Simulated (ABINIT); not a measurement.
# A GW chain in ABINIT: CdS (Greenockite)

Wanted: ground state, empty states, screening and self-energy for CdS (Greenockite).

Method: PBE and many-body steps on it, plane waves, in ABINIT 10.8.3.

**1. Starting point**

It takes space group P6_3mc (No. 186, hexagonal). Conventional cell: a = 4.137 Å, b = 4.137 Å, c = 6.714 Å, α = 90.00°, β = 90.00°, γ = 120.00°. Nearest to Cd lie 4 S at 2.52 to 2.53 Å. Nearest to S lie 4 Cd at 2.52 to 2.53 Å. Farther neighbours and most contacts between anions are not listed.

The cell and positions come from the Crystallography Open Database and are kept as given unless a step says otherwise.

**2. Ground state**

This step: ABINIT 10.8.3; DFT, PBE with spin-orbit coupling, plane waves, norm-conserving pseudopotentials.

The ground-state density comes first.

The input, run.abi:

```
acell 3*1.0 Angstrom
rprim 
  4.137000000025 -0.000000000006 0.000000000000
  -2.068500000008 3.582747095481 0.000000000000
  0.000000000000 0.000000000000 6.714400000000
ntypat 2
znucl 48 16
natom 4
typat 1 1 2 2
xred 
  0.666666666667 0.333333333333 0.000000000000
  0.333333333333 0.666666666667 0.500000000000
  0.666666666667 0.333333333333 0.375000000000
  0.333333333333 0.666666666667 0.875000000000
pp_dirpath "pseudos"
pseudos "Cd.upf, S.upf"
ecut 47
nspinor 2
ngkpt 3 3 4
nshiftk 1
shiftk 0 0 0
kptopt 1
chksymbreak 0
nband 64
occopt 1
tolvrs 1e-08
nstep 60
prtwf 0
optforces 0
optstress 0
indata_prefix "in"
outdata_prefix "out"
tmpdata_prefix "tmp"
```

The run is started by

```sh
$ OMP_NUM_THREADS=1 mpirun -n 9 abinit run.abi > log
```

Numbers of over 12 decimals in the logs are rounded to 6 here.

Log:

```text
.Version 10.8.3 of ABINIT. v10.8.2 released Aug 2026.

 Symmetries : space group P6_3 m c (#186); Bravais hP (primitive hexag.)
================================================================================
 Values of the parameters that define the memory need of the present run
     intxc =       0    ionmov =       0      iscf =       7    lmnmax =      18
     lnmax =      18     mgfft =      80  mpssoang =       5    mqgrid =    3916
     natom =       4  nloc_mem =       1    nspden =       1   nspinor =       2
    nsppol =       1      nsym =      12    n1xccc =    2501    ntypat =       2
    occopt =       1   xclevel =       2
-    mband =          64        mffmem =           1         mkmem =           1
       mpw =       10374          nfft =      200000          nkpt =           9
================================================================================
  Rough estimation (10% accuracy) of disk space for files :
================================================================================

--------------------------------------------------------------------------------
------------- Echo of variables that govern the present computation ------------
--------------------------------------------------------------------------------
 -outvars: echo values of preprocessed input variables --------
            acell      1.8897261259E+00  1.8897261259E+00  1.8897261259E+00 Bohr

      chksymbreak           0
             ecut      4.70000000E+01 Hartree
-          fftalg         312

              ixc     -101130
              kpt      0.00000000E+00  0.00000000E+00  0.00000000E+00
                       3.33333333E-01  0.00000000E+00  0.00000000E+00
                       3.33333333E-01  3.33333333E-01  0.00000000E+00
                       0.00000000E+00  0.00000000E+00  2.50000000E-01
                       3.33333333E-01  0.00000000E+00  2.50000000E-01
                       3.33333333E-01  3.33333333E-01  2.50000000E-01
                       0.00000000E+00  0.00000000E+00  5.00000000E-01
                       3.33333333E-01  0.00000000E+00  5.00000000E-01
                       3.33333333E-01  3.33333333E-01  5.00000000E-01
         kptrlatt        3    0    0      0    3    0      0    0    4
          kptrlen      2.34533909E+01
P           mkmem           1
            natom           4
            nband          64
            ngfft          50      50      80
             nkpt           9
          nspinor           2
            nstep          60
             nsym          12
           ntypat           2
              occ      1.000000  1.000000  1.000000  1.000000  1.000000  1.000000
                       1.000000  1.000000  1.000000  1.000000  1.000000  1.000000
                       1.000000  1.000000  1.000000  1.000000  1.000000  1.000000
                       1.000000  1.000000  1.000000  1.000000  1.000000  1.000000
                       1.000000  1.000000  1.000000  1.000000  1.000000  1.000000
                       1.000000  1.000000  1.000000  1.000000  1.000000  1.000000
                       1.000000  1.000000  1.000000  1.000000  1.000000  1.000000
                       1.000000  1.000000  1.000000  1.000000  1.000000  1.000000
                       1.000000  1.000000  1.000000  1.000000  0.000000  0.000000
                       0.000000  0.000000  0.000000  0.000000  0.000000  0.000000
                       0.000000  0.000000  0.000000  0.000000
        optforces           0
        optstress           0
            prtwf           0
            rprim      4.1370000000E+00 -6.0000000000E-12  0.0000000000E+00
                      -2.0685000000E+00  3.5827470955E+00  0.0000000000E+00
                       0.0000000000E+00  0.0000000000E+00  6.7144000000E+00
          spgroup         186

           tolvrs      1.00000000E-08

             xred      6.6666666667E-01  3.3333333333E-01  0.0000000000E+00
[...]
znucl       48.00000   16.00000

================================================================================

 chkinp: Checking input parameters for consistency.

================================================================================
== DATASET  1 ==================================================================
-   mpi_nproc: 9, omp_nthreads: 1 (-1 if OMP is not activated)

--- !DatasetInfo
iteration_state: {dtset: 1, }
dimensions: {natom: 4, nkpt: 9, mband: 64, nsppol: 1, nspinor: 2, nspden: 1, mpw: 10374, }
cutoff_energies: {ecut:  47.0, pawecutdg:  -1.0, }
electrons: {nelect:   5.20000000E+01, charge:   0.00000000E+00, occopt:   1.00000000E+00, tsmear:   1.00000000E-02, }

 Real(R)+Recip(G) space primitive vectors, cartesian coordinates (Bohr,Bohr^-1):
 R(1)=  7.8177970  0.0000000  0.0000000  G(1)=  0.1279133  0.0738508  0.0000000
 R(2)= -3.9088985  6.7704108  0.0000000  G(2)=  0.0000000  0.1477015  0.0000000
 R(3)=  0.0000000  0.0000000 12.6883771  G(3)=  0.0000000  0.0000000  0.0788123
 Unit cell volume ucvol=  6.7159196E+02 bohr^3
 Angles (23,13,12)=  9.00000000E+01  9.00000000E+01  1.20000000E+02 degrees

 getcut: wavevector=  0.0000  0.0000  0.0000  ngfft=  50  50  80
         ecut(hartree)=     47.000   => boxcut(ratio)=   2.04301

--- Pseudopotential description ------------------------------------------------
- Cd Generated using ONCVPSP code by D. R. Hamann
[...]
2    1.541456   -0.655918    0.017961   -0.000027
  spin-orbit 1   -3.801853    0.411142    0.019680   -0.001553
  spin-orbit 2   -1.207204    0.051413    0.008713   -0.000403
 pspatm: atomic psp has been read  and splines computed

- S Generated using ONCVPSP code by D. R. Hamann
- 16.00000   6.00000  180416                  znucl, zion, pspdat
12 -101130 2 -1 1146                          pspcod,pspxc,lmax,lloc,mmax
     nproj     2     3     2     0
     spin-orbit psp
        nprojso     3     3     0
  pspatm : epsatm=    9.02154350
         --- l  ekb(1:nproj) -->
[...]
1    3.228904    0.888476    0.000329
[...]
spin-orbit 1    0.096764   -0.027776    0.009511
  spin-orbit 2    0.001615    0.000361   -0.000189
 pspatm: atomic psp has been read  and splines computed

   3.34958682E+03                                ecore*ucvol(ha*bohr**3)
--------------------------------------------------------------------------------

_setup2: Arith. and geom. avg. npw (full set) are   10335.861   10335.834

================================================================================

--- !BeginCycle
iteration_state: {dtset: 1, }
solver: {iscf: 7, nstep: 60, nline: 4, wfoptalg: 0, }
tolerances: {tolvrs: 1.00E-08, }

     iter   Etot(hartree)      deltaE(h)  residm     vres2
 ETOT  1  -367.62826840879    -3.676E+02 1.892E+00 1.254E+04
 ETOT  2  -370.09209602160    -2.464E+00 4.708E-02 2.030E+04
 ETOT  3  -372.45736724659    -2.365E+00 3.345E-02 2.635E+03
 ETOT  4  -372.66602459447    -2.087E-01 6.297E-02 9.293E+02
 ETOT  5  -372.76177582163    -9.575E-02 9.920E-03 1.127E+02
 ETOT  6  -372.77534102877    -1.357E-02 8.164E-03 8.477E-01
 ETOT  7  -372.77527340376     6.763E-05 2.167E-03 1.879E+00
 ETOT  8  -372.77551312074    -2.397E-04 2.681E-03 3.460E-02
 ETOT  9  -372.77551446940    -1.349E-06 2.993E-03 2.568E-02
 ETOT 10  -372.77551789140    -3.422E-06 2.068E-03 2.817E-05
 ETOT 11  -372.77551789857    -7.167E-09 1.072E-03 4.569E-07
 ETOT 12  -372.77551789871    -1.406E-10 1.389E-03 4.033E-08
 ETOT 13  -372.77551789872    -5.343E-12 4.548E-04 3.201E-09

 At SCF step   13       vres2   =  3.20E-09 < tolvrs=  1.00E-08 =>converged.

--- !ResultsGS
iteration_state: {dtset: 1, }
comment   : Summary of ground state results
lattice_vectors:
- [  7.8177970,  -0.0000000,   0.0000000, ]
- [ -3.9088985,   6.7704108,   0.0000000, ]
- [  0.0000000,   0.0000000,  12.6883771, ]
lattice_lengths: [   7.81780,    7.81780,   12.68838, ]
lattice_angles: [ 90.000,  90.000, 120.000, ] # degrees, (23, 13, 12)
lattice_volume:   6.7159196E+02
convergence: {deltae: -5.343E-12, res2:  3.201E-09, residm:  4.548E-04, diffor:  0.000E+00, }
etotal    :  -3.72775518E+02
entropy   :   0.00000000E+00
fermie    :   1.61280550E-01
cartesian_stress_tensor: null
pressure_GPa: null
xred      :
- [  6.6667E-01,   3.3333E-01,   0.0000E+00, Cd]
- [  3.3333E-01,   6.6667E-01,   5.0000E-01, Cd]
- [  6.6667E-01,   3.3333E-01,   3.7500E-01,  S]
- [  3.3333E-01,   6.6667E-01,   8.7500E-01,  S]
cartesian_forces: null
force_length_stats: {min: null, max: null, mean: null, }

 Integrated electronic density in atomic spheres:
 ------------------------------------------------
 Atom  Sphere_radius  Integrated_density
[...]
4        2.00000          3.92103057
================================================================================

 ----iterations are completed or convergence reached----

 Mean square residual over all n,k,spin=   31.828E-07; max=  45.478E-05
 reduced coordinates (array xred) for    4 atoms
       0.666666666667      0.333333333333      0.000000000000
       0.333333333333      0.666666666667      0.500000000000
       0.666666666667      0.333333333333      0.375000000000
       0.333333333333      0.666666666667      0.875000000000
 rms dE/dt=  0.0000E+00; max dE/dt=  0.0000E+00; dE/dt below (all hartree)
    1       0.000000000000      0.000000000000      0.000000000000
    2       0.000000000000      0.000000000000      0.000000000000
    3       0.000000000000      0.000000000000      0.000000000000
    4       0.000000000000      0.000000000000      0.000000000000

 cartesian coordinates (angstrom) at end:
    1      2.068500     1.194249     0.000000
    2      3e-12     2.388498     3.357200
    3      2.068500     1.194249     2.517900
    4      3e-12     2.388498     5.875100
 length scales=  1.889726125908  1.889726125908  1.889726125908 bohr
              =  1.000000000000  1.000000000000  1.000000000000 angstroms
 prteigrs : about to open file out_EIG
 Fermi (or HOMO) energy (hartree) =   0.16128   Average Vxc (hartree)=  -0.34265
 Eigenvalues (hartree) for nkpt=   9  k points:
 kpt#   1, nband= 64, wtk=  0.02778, kpt=  0.0000  0.0000  0.0000 (reduced coord)
  -3.56260   -3.56260   -3.56260   -3.56260   -2.28050   -2.28050   -2.28050   -2.28050
  -2.06680   -2.06680   -2.06678   -2.06678   -2.06671   -2.06671   -2.06670   -2.06670
  -0.29316   -0.29316   -0.27715   -0.27715   -0.13297   -0.13297   -0.13280   -0.13280
  -0.13068   -0.13068   -0.11777   -0.11777   -0.11426   -0.11426   -0.10807   -0.10807
  -0.10286   -0.10286   -0.10248   -0.10248   -0.09683   -0.09683   -0.08576   -0.08576
  -0.00113   -0.00113    0.13154    0.13154    0.13307    0.13307    0.15844    0.15844
   0.16062    0.16062    0.16128    0.16128    0.20475    0.20475    0.26266    0.26266
   0.38921    0.38921    0.40189    0.40189    0.41159    0.41159    0.43322    0.43385
 prteigrs : prtvol=0 or 1, do not print more k-points.

--- !EnergyTerms
iteration_state     : {dtset: 1, }
comment             : Components of total free energy in Hartree
kinetic             :  1.30763507197417E+02
hartree             :  1.30596335722616E+02
xc                  : -5.48567594983856E+01
Ewald energy        : -1.98435159911346E+02
psp_core            :  4.98753266947281E+00
local_psp           : -3.97325737885141E+02
non_local_psp       :  1.14947638066492E+01
total_energy        : -3.72775517898717E+02
total_energy_eV     : -1.01437386005876E+04
band_energy         : -4.21787799642837E+01

== END DATASET(S) ==============================================================
================================================================================

 -outvars: echo values of variables after computation  --------
           etotal     -3.7277551790E+02
            nband          64
             nkpt           9
          spgroup         186
 [... the other variables as echoed above ...]

 Calculation completed.
```

Wall time 1.9 min (9 MPI ranks of Arm Neoverse V1, shared host); peak memory 1.3 GiB; 17 min of CPU time.

Numbers from this step:

| Quantity | Value |
| --- | --- |
| total energy | -10143.7386 eV |
| gap | 1.183 eV |
| k of the valence top | 0, 0, 0 |
| k of the conduction bottom | 0, 0, 0 |
| least direct gap | 1.183 eV |

The gap is direct, at Γ.

(Continued in part 2 of 3.)

[Paths, hosts, dates, memory and timing lines, banners, echoed tables and standing remarks are left out of the program output.]

[Logs are printed without paths, hosts, clocks, repeated set-up lines and the standing remarks that a program may print on its own settings, such as how far it seeks lower states.]

[Runs of the session that timed out or met a known fault of the program may be left out.]

[No measured gap is set beside runs whose start may be inverted or whose files or cutoffs have a known fault.]

[Hosts, paths, dates, database ids (printed as entryN), source tags and the programs' standing remarks are cut or masked in the printed files.]

[G0W0 gaps are taken among the corrected bands and points alone; a level outside them can change the order at an edge.]

[Where Ansatz stands beside ABINIT at settings called matched, ABINIT's density can come from a denser mesh and the files from another edition; pairs whose starting gaps differed by over 0.03 eV were left out, so agreement reads better than it is.]
